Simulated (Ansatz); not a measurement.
# Reading EPR parameters

A crystal has the composition Ba3M2O8, where M is a 3d element. A calculation (PBE+U, spin-orbit coupling in second variation, Ansatz) gives:

* S: 1
* g, averaged over the cell's ions: ⊥ 1.9801, ∥ 1.9818
* D, with anisotropic exchange: +0.835 cm⁻¹ (+25 GHz)
* moment in its sphere: 1.56 μB

Q: Name the magnetic ion and its oxidation state.

The crystal is Ba3Mn2O8, space group R-3m. The spin sits on Mn, with 4 O at 1.67 to 1.71 Å round it. With the usual charges of the other elements M must be +5. The high-spin ion of that charge with S = 1 in this row is Mn⁵⁺ d². Low-spin ions are left aside. The shift is negative: in a shell less than half full the orbital moment opposes the spin.

[Hosts, paths, dates, database ids (printed as entryN), source tags and the programs' standing remarks are cut or masked in the printed files.]
